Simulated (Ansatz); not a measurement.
**Mo wire along [100], 25 atoms a period: bands along the axis**

Aim: is the Mo wire along [100], 25 atoms a period a metal or a semiconductor?

Main program and level: Ansatz 0.2.0; DFT PBE, plane waves, PAW; relaxation of a wire's period; PAW set soft_1, in the first sound run; inputs show where later runs differ.

## (1) Set-up

The cell holds 25 atoms: 25 Mo. Its edges and angles: a = 19.440 Å, b = 19.440 Å, c = 3.160 Å, α = 90.0°, β = 90.0°, γ = 90.0°. Vacuum lies along a and b. The structure's axis is c.

## (2) Relaxation of atoms and period

Band widths follow the bond lengths, so the wire is relaxed first. The atoms and the third cell vector are free; the box across stays fixed as vacuum. A Fermi-Dirac smearing is set since the result may be a metal. The pressure printed is a third of the stress's trace over the whole box, vacuum included; only the stress along the axis is relaxed.

input.yaml reads:

```yaml
crystal:
  lattice:
    - [19.44, 0.0, 0.0]
    - [0.0, 19.44, 0.0]
    - [0.0, 0.0, 3.16]
  atoms:
    - { symbol: Mo, position: [0.174897119, 0.5, 0.0] }
    - { symbol: Mo, position: [0.33744856, 0.33744856, 0.0] }
    - { symbol: Mo, position: [0.33744856, 0.5, 0.0] }
    - { symbol: Mo, position: [0.33744856, 0.66255144, 0.0] }
    - { symbol: Mo, position: [0.5, 0.174897119, 0.0] }
    - { symbol: Mo, position: [0.5, 0.33744856, 0.0] }
    - { symbol: Mo, position: [0.5, 0.5, 0.0] }
    - { symbol: Mo, position: [0.5, 0.66255144, 0.0] }
    - { symbol: Mo, position: [0.5, 0.825102881, 0.0] }
    - { symbol: Mo, position: [0.66255144, 0.33744856, 0.0] }
    - { symbol: Mo, position: [0.66255144, 0.5, 0.0] }
    - { symbol: Mo, position: [0.66255144, 0.66255144, 0.0] }
    - { symbol: Mo, position: [0.825102881, 0.5, 0.0] }
    - { symbol: Mo, position: [0.25617284, 0.41872428, 0.5] }
    - { symbol: Mo, position: [0.25617284, 0.58127572, 0.5] }
    - { symbol: Mo, position: [0.41872428, 0.25617284, 0.5] }
    - { symbol: Mo, position: [0.41872428, 0.41872428, 0.5] }
    - { symbol: Mo, position: [0.41872428, 0.58127572, 0.5] }
    - { symbol: Mo, position: [0.41872428, 0.74382716, 0.5] }
    - { symbol: Mo, position: [0.58127572, 0.25617284, 0.5] }
    - { symbol: Mo, position: [0.58127572, 0.41872428, 0.5] }
    - { symbol: Mo, position: [0.58127572, 0.58127572, 0.5] }
    - { symbol: Mo, position: [0.58127572, 0.74382716, 0.5] }
    - { symbol: Mo, position: [0.74382716, 0.41872428, 0.5] }
    - { symbol: Mo, position: [0.74382716, 0.58127572, 0.5] }
kpoints:
  mp_grid: { grid: [1, 1, 26] }
scf:
  occupations: { method: fermi_dirac, width: 0.05 }
hamiltonian:
  xc: pbe
  pseudopotentials: { kind: paw, azcp: { folder: soft_1 } }
relax:
  cell: { fix: [a, b, alpha, beta, gamma] }
  max_steps: 45
  f_tol: 0.03
```

Run with:

```sh
> ansatz run input.yaml --threads 16 --pin off --max-ram 61440MiB --backend cuda --events-out ev --progress --plain --runs-dir out --max-vram 78GiB
```

Numbers of over 12 decimals in the logs are rounded to 6 here.

Log:

```text
Engine: ansatz 0.2.0, aarch64-unknown-linux-gnu
Pseudopotentials: kind: paw
Pseudopotential: Mo, paw, valence charge 14, recommended cutoff 420 eV (normal), soft_1/Mo.paw.azcp
Functional definition: PBE
  parameter kappa = 0.804
  parameter beta = 0.066725
  exchange = pbe_x(kappa = kappa, mu = beta*pi^2/3)
  correlation = pbe_c(beta = beta)
[...]
Crystal: 25 atoms, lattice volume = 1194.207 Å³
Basis set: ecut = 420 eV, 23371 PW (Γ), exchange–correlation on 270×270×48 points (8 copies of the dense FFT grid, shifted against one another)
Bands: 210, of which v1, the nominal top of the filled ones, is band 175 counted from 1 (174 counted from 0)
Symmetry: 16 space group operations
Space group: P4/mmm (ITA 123), of the structure as read, at distance tolerance 1.1e-4 Å
k-points: 14 of 26
Non-local potential: Mo, projectors of the file, l = 0: 3, l = 1: 2, l = 2: 2, l = 3: 1
PAW form: soft (Blöchl's): semilocal exchange-correlation on the pseudo side does not see the compensation charge
PAW one-centre angular grid: Mo, 590 points (default); XC on 64 Gauss nodes
Initial density: superposition of atomic densities (neutral atoms: chi_scale 0, normalization atom)
Initial wavefunctions: pseudopotential atomic-orbital guess
[...]
Functional: x = pbe(κ = 0.804, μ = 0.219515), c = pbe(β = 0.066725)
SCF iter   1: F=—  HF=-123898.993237 eV  |F-HF|=—  |Δ(HF+E_count)|=         —  Δρ=6.25e-2  dr2=2.05e2  ethr=3.10e-3  ⟨swp⟩=11.2  Hψ=14557  notcnv=0
preconditioner: auto → LDOS  [metal: Δε(μ)=0.011 eV  Ē_g=4.035 eV  σ=0.050 eV  W_gap=0.06  n_scr=202 (ndim 8)  ℏωp=13.2 eV  f_vac=0.550  D(μ)=26.02/eV (n_scr^D=120)  β→1.0]
SCF iter   2: F=—  HF=-123889.573652 eV  |F-HF|=—  |Δ(HF+E_count)|=    9.42e0  Δρ=5.66e-2  dr2=2.06e2  ethr=3.10e-3  ⟨swp⟩=5.1  Hψ=8235  notcnv=0  defer=60
[...]
SCF iter  12: F=-123875.763165 eV  HF=-123875.763165 eV  |F-HF|=3.07e-9  |Δ(HF+E_count)|=   1.06e-7  Δρ=1.08e-6  dr2=2.31e-8  ethr=2.86e-11  ⟨swp⟩=5.1  Hψ=9618  notcnv=0
SCF 1 converged in 12 iterations: F = -123875.763165 eV  dr2 = 2.31e-8
  greatest PAW one-centre occupation: 0.999 electrons in one spin orbital (limit 2), on the Mo atom at site 10 (counted from 0), in its partial waves of l = 0
relax step   1: F+E_penalty+E_count = -123875.76316467 eV  Δ(F+E_penalty+E_count) = +0.000e0 eV  max|allowed force component| = 2.622e0 eV/Å  Δτ_max = 0.0000 Å  P = -4.805 GPa  Ω = 1194.207 Å³  fix = [a, b, alpha, beta, gamma]  reactions: a -4.516, b -4.516 GPa  (12 SCF iters, dr2 threshold 1.00e-7 eV, accepted)
[...]
Crystal: 25 atoms, lattice volume = 1161.829 Å³
Basis set: ecut = 420 eV, 22611 PW (Γ), exchange–correlation on 270×270×48 points (8 copies of the dense FFT grid, shifted against one another)
[...]
iter 1 solved again at ethr=1.22e-3 eV; its pass at ethr=3.10e-3 eV (dr2=4.26e0 eV) is discarded
SCF iter   1: F=—  HF=-123878.160350 eV  |F-HF|=—  |Δ(HF+E_count)|=         —  Δρ=1.23e-2  dr2=4.27e0  ethr=1.22e-3  ⟨swp⟩=1.6  Hψ=18376  notcnv=0
preconditioner: auto → LDOS  [metal: Δε(μ)=0.032 eV  Ē_g=3.737 eV  σ=0.050 eV  W_gap=0.16  n_scr=186 (ndim 8)  ℏωp=13.3 eV  f_vac=0.571  D(μ)=25.37/eV (n_scr^D=120)  β→1.0]
SCF iter   2: F=—  HF=-123878.084280 eV  |F-HF|=—  |Δ(HF+E_count)|=   7.61e-2  Δρ=8.12e-3  dr2=2.58e0  ethr=1.22e-3  ⟨swp⟩=3.6  Hψ=5578  notcnv=0  defer=22
[...]
SCF iter   8: F=-123877.840855 eV  HF=-123877.840854 eV  |F-HF|=4.38e-7  |Δ(HF+E_count)|=   7.61e-6  Δρ=8.04e-6  dr2=1.13e-6  ethr=7.14e-10  ⟨swp⟩=5.5  Hψ=11113  notcnv=0
SCF 2 converged in 8 iterations: F = -123877.840855 eV  dr2 = 1.13e-6
relax step   2: F+E_penalty+E_count = -123877.84085484 eV  Δ(F+E_penalty+E_count) = -2.078e0 eV  max|allowed force component| = 7.679e-1 eV/Å  Δτ_max = 0.1949 Å  P = -0.155 GPa  Ω = 1161.829 Å³  energy of the carried Pulay correction = +2.548e-3 eV  fix = [a, b, alpha, beta, gamma]  reactions: a -0.678, b -0.678 GPa  (8 SCF iters, dr2 threshold 2.50e-6 eV, accepted)
[...]
Crystal: 25 atoms, lattice volume = 1183.778 Å³
[...]
iter 1 solved again at ethr=1.82e-3 eV; its pass at ethr=3.10e-3 eV (dr2=6.37e0 eV) is discarded
[...]
SCF 3 converged in 8 iterations: F = -123877.907965 eV  dr2 = 1.50e-6
[...]
SCF 4 converged in 7 iterations: F = -123877.975361 eV  dr2 = 1.31e-6
[...]
SCF 5 converged in 6 iterations: F = -123878.018585 eV  dr2 = 1.82e-6
[...]
SCF 6 converged in 7 iterations: F = -123878.016875 eV  dr2 = 3.01e-11
[...]
SCF converged after 7 iterations
[...]
k-point 13: bands = ["-56.8599", "-56.8583", "-56.8583", "-56.8579", "-56.8074", "-56.7970", "-56.7970", "-56.7868", "-56.7649", "-56.7310", "-56.7305", "-56.7305", "-56.7301", "-56.7136", "-56.7133", "-56.7133", "-56.7128", "-56.5840", "-56.5836", "-56.5836", "-56.5833", "-56.5689", "-56.5689", "-56.5689", "-56.5689", "-31.7447", "-31.6983", "-31.6983", "-31.6318", "-31.6318", "-31.6274", "-31.6158", "-31.5867", " [...]
--- Relaxed structure (5 steps of the walk, 5 accepted, 1 SCFs on fresh bases) ---
  F+E_penalty+E_count = -123878.01687540 eV   max|allowed force component| = 9.250e-3 eV/Å   (the final SCF, on the basis selected at the relaxed cell)
  cell:  # Å, volume = 1175.2905 Å³
    - [19.44, 0.0, 0.0]
    - [0.0, 19.44, 0.0]
    - [0.0, 0.0, 3.109945]
  atoms:
    - { symbol: Mo, position: [0.188390, 0.5, 0.0] }
    - { symbol: Mo, position: [0.341026, 0.341026, 0.0] }
    - { symbol: Mo, position: [0.337373, 0.5, 0.0] }
    - { symbol: Mo, position: [0.341026, 0.658974, 0.0] }
    - { symbol: Mo, position: [0.5, 0.188390, 0.0] }
    - { symbol: Mo, position: [0.5, 0.337373, 0.0] }
    - { symbol: Mo, position: [0.5, 0.5, 0.0] }
    - { symbol: Mo, position: [0.5, 0.662627, 0.0] }
    - { symbol: Mo, position: [0.5, 0.811610, 0.0] }
    - { symbol: Mo, position: [0.658974, 0.341026, 0.0] }
    - { symbol: Mo, position: [0.662627, 0.5, 0.0] }
    - { symbol: Mo, position: [0.658974, 0.658974, 0.0] }
    - { symbol: Mo, position: [0.811610, 0.5, 0.0] }
    - { symbol: Mo, position: [0.257882, 0.421608, 0.5] }
    - { symbol: Mo, position: [0.257882, 0.578392, 0.5] }
    - { symbol: Mo, position: [0.421608, 0.257882, 0.5] }
    - { symbol: Mo, position: [0.418728, 0.418728, 0.5] }
    - { symbol: Mo, position: [0.418728, 0.581272, 0.5] }
    - { symbol: Mo, position: [0.421608, 0.742118, 0.5] }
    - { symbol: Mo, position: [0.578392, 0.257882, 0.5] }
    - { symbol: Mo, position: [0.581272, 0.418728, 0.5] }
    - { symbol: Mo, position: [0.581272, 0.581272, 0.5] }
    - { symbol: Mo, position: [0.578392, 0.742118, 0.5] }
    - { symbol: Mo, position: [0.742118, 0.421608, 0.5] }
    - { symbol: Mo, position: [0.742118, 0.578392, 0.5] }
```

Run time: 12 s. Hardware: 1 × NVIDIA GB200 with 16 threads of Arm Neoverse V2, shared host; peak memory 1.4 GiB; 84 s of CPU time.

Relaxation path:

| step | energy less that of the first step (eV) | largest force component (eV/Å) | pressure (GPa) | volume (Å³) |
| --- | --- | --- | --- | --- |
| 1 | 0.0000 | 2.6221 | -4.81 | 1194.21 |
| 2 | -2.0777 | 0.7679 | -0.16 | 1161.83 |
| 3 | -2.1448 | 0.3184 | 0.59 | 1183.78 |
| 4 | -2.2122 | 0.4644 | -0.16 | 1174.54 |
| 5 | -2.2554 | 0.0092 | -0.02 | 1175.29 |
| 6 | -2.2537 | 0.0092 | -0.02 | 1175.29 |

The log counts 1 steps on a newly chosen plane-wave basis, not all of them marked here; energy and pressure can jump at such steps.

Forces are held to the 16 operations that the run works with; a distortion that breaks them can't arise in this run.

```
cell as run  before  after  change
      c (Å)   3.160  3.110  -1.6 %
```

The atoms that moved most (Å, along periodic axes as changes of fractional coordinates times the final cell, across vacuum about the mean position):

| atom | dx | dy | dz | length |
| --- | --- | --- | --- | --- |
| Mo1 | 0.262 | 0.000 | 0.000 | 0.262 |
| Mo5 | 0.000 | 0.262 | 0.000 | 0.262 |
| Mo9 | 0.000 | -0.262 | 0.000 | 0.262 |
| Mo13 | -0.262 | 0.000 | 0.000 | 0.262 |
| Mo2 | 0.070 | 0.070 | 0.000 | 0.098 |
| Mo10 | -0.070 | 0.070 | 0.000 | 0.098 |
| Mo12 | -0.070 | -0.070 | 0.000 | 0.098 |
| Mo4 | 0.070 | -0.070 | 0.000 | 0.098 |

This step gave:

| Property | Result |
| --- | --- |
| energy at zero smearing | -123877.9145 eV |
| cell length along the wire | 3.110 Å |

The cell's length comes to 3.110 Å with spin left out.

## (3) The wire at its relaxed period

This step: DFT PBE, plane waves, PAW; bands of a perfect wire; PAW set soft_1 (Ansatz 0.2.0).

At the relaxed period the bands are computed along the axis; those that cross an energy going forward count the channels that a perfect wire would open there.

input.yaml reads:

```yaml
crystal:
  lattice:
    - [19.44, 0.0, 0.0]
    - [0.0, 19.44, 0.0]
    - [0.0, 0.0, 3.1099449197]
  atoms:
    - { symbol: Mo, position: [0.188389585, 0.5, 0.0] }
    - { symbol: Mo, position: [0.341026331, 0.341026331, 0.0] }
    - { symbol: Mo, position: [0.337373065, 0.5, 0.0] }
    - { symbol: Mo, position: [0.341026331, 0.658973669, 0.0] }
    - { symbol: Mo, position: [0.5, 0.188389585, 0.0] }
    - { symbol: Mo, position: [0.5, 0.337373065, 0.0] }
    - { symbol: Mo, position: [0.5, 0.5, 0.0] }
    - { symbol: Mo, position: [0.5, 0.662626935, 0.0] }
    - { symbol: Mo, position: [0.5, 0.811610415, 0.0] }
    - { symbol: Mo, position: [0.658973669, 0.341026331, 0.0] }
    - { symbol: Mo, position: [0.662626935, 0.5, 0.0] }
    - { symbol: Mo, position: [0.658973669, 0.658973669, 0.0] }
    - { symbol: Mo, position: [0.811610415, 0.5, 0.0] }
    - { symbol: Mo, position: [0.257881625, 0.421607916, 0.5] }
    - { symbol: Mo, position: [0.257881625, 0.578392084, 0.5] }
    - { symbol: Mo, position: [0.421607916, 0.257881625, 0.5] }
    - { symbol: Mo, position: [0.418728247, 0.418728247, 0.5] }
    - { symbol: Mo, position: [0.418728247, 0.581271753, 0.5] }
    - { symbol: Mo, position: [0.421607916, 0.742118375, 0.5] }
    - { symbol: Mo, position: [0.578392084, 0.257881625, 0.5] }
    - { symbol: Mo, position: [0.581271753, 0.418728247, 0.5] }
    - { symbol: Mo, position: [0.581271753, 0.581271753, 0.5] }
    - { symbol: Mo, position: [0.578392084, 0.742118375, 0.5] }
    - { symbol: Mo, position: [0.742118375, 0.421607916, 0.5] }
    - { symbol: Mo, position: [0.742118375, 0.578392084, 0.5] }
kpoints:
  mp_grid: { grid: [1, 1, 26] }
  band_path: { path: ["Γ", Z], npoints: 90 }
scf:
  occupations: { method: fermi_dirac, width: 0.05 }
hamiltonian:
  xc: pbe
  pseudopotentials: { kind: paw, azcp: { folder: soft_1 } }
output:
  dos: { e_range: [-5, 4] }
  write_potential: true
  write_density: true
  volumetric_format: npy
```

Log:

```text
[...]
Crystal: 25 atoms, lattice volume = 1175.290 Å³
Basis set: ecut = 420 eV, 22915 PW (Γ)
Bands: 210, of which v1, the nominal top of the filled ones, is band 175 counted from 1 (174 counted from 0)
[... 1 set-up line as in the run before ...]
[...]
k-points: 14 of 26
[...]
SCF iter   1: F=—  HF=-123899.872636 eV  |F-HF|=—  |Δ(HF+E_count)|=         —  Δρ=5.92e-2  dr2=1.53e2  ethr=3.10e-3  ⟨swp⟩=10.6  Hψ=15014  notcnv=0
[...]
SCF iter   6: F=—  HF=-123878.016483 eV  |F-HF|=—  |Δ(HF+E_count)|=   1.57e-3  Δρ=3.68e-4  dr2=3.27e-3  ethr=1.17e-5  ⟨swp⟩=2.3  Hψ=4312  notcnv=0  defer=52
[...]
SCF iter   9: F=—  HF=-123878.017312 eV  |F-HF|=—  |Δ(HF+E_count)|=   2.13e-3  Δρ=1.48e-5  dr2=4.26e-6  ethr=2.40e-8  ⟨swp⟩=2.3  Hψ=3957  notcnv=0  defer=52
[...]
SCF iter  11: F=-123878.017315 eV  HF=-123878.017315 eV  |F-HF|=1.73e-8  |Δ(HF+E_count)|=   1.64e-7  Δρ=1.38e-6  dr2=3.42e-8  ethr=2.86e-11  ⟨swp⟩=10.7  Hψ=12051  notcnv=0
SCF 1 converged in 11 iterations: F = -123878.017315 eV  dr2 = 3.42e-8
[...]
NSCF: frozen V_eff on 91 k-points
[...]
SCF converged after 11 iterations
[...]
```

Elapsed: 13 s, on 1 × NVIDIA GB200 with 16 threads; peak memory 2.2 GiB; 2.2 min of CPU time.

Reading the cycles: dr2 is the Hartree energy of the density residual (eV), the measure of convergence; HF is the Harris–Foulkes estimate of the energy, which meets the free energy F at convergence.

Numbers from this step:

```yaml
energy_at_zero_smearing: -123877.9149 eV
band_gap: 0 eV
```

Electronic bands along the path, in eV, zero at the Fermi level; # counts the bands kept:

| point | #42 | #43 | #44 | #45 | #46 | #47 | #48 | #49 |
| --- | --- | --- | --- | --- | --- | --- | --- | --- |
| Γ | -0.39 | -0.34 | -0.33 | -0.25 | -0.25 | -0.22 | 0.05 | 0.05 |
| halfway | -0.62 | -0.34 | -0.08 | 0.07 | 0.07 | 0.09 | 0.35 | 0.39 |
| Z | 0.07 | 0.31 | 0.35 | 0.36 | 0.36 | 0.38 | 0.38 | 0.65 |

Between Γ and Z the bands cross the Fermi level 24 times, so a perfect wire would conduct at least 24 G₀, with spin left out.

## (4) What came out

| Property | Result |
| --- | --- |
| cell length, PBE | 3.110 Å |
| ballistic conductance by band crossings, a lower bound, PBE | 24 G₀ |

Under PBE the cell's length is 3.11 Å, and the bands cross the Fermi level 24 times between Γ and Z, which gives a perfect wire at least 24 G₀ (opposite crossings within one step of the path cancel in such a count). No spin was allowed, though thin wires with open d shells can turn magnetic.

[Logs are printed without paths, hosts, clocks, repeated set-up lines and the standing remarks that a program may print on its own settings, such as how far it seeks lower states.]

[Hosts, paths, dates, database ids (printed as entryN), source tags and the programs' standing remarks are cut or masked in the printed files.]
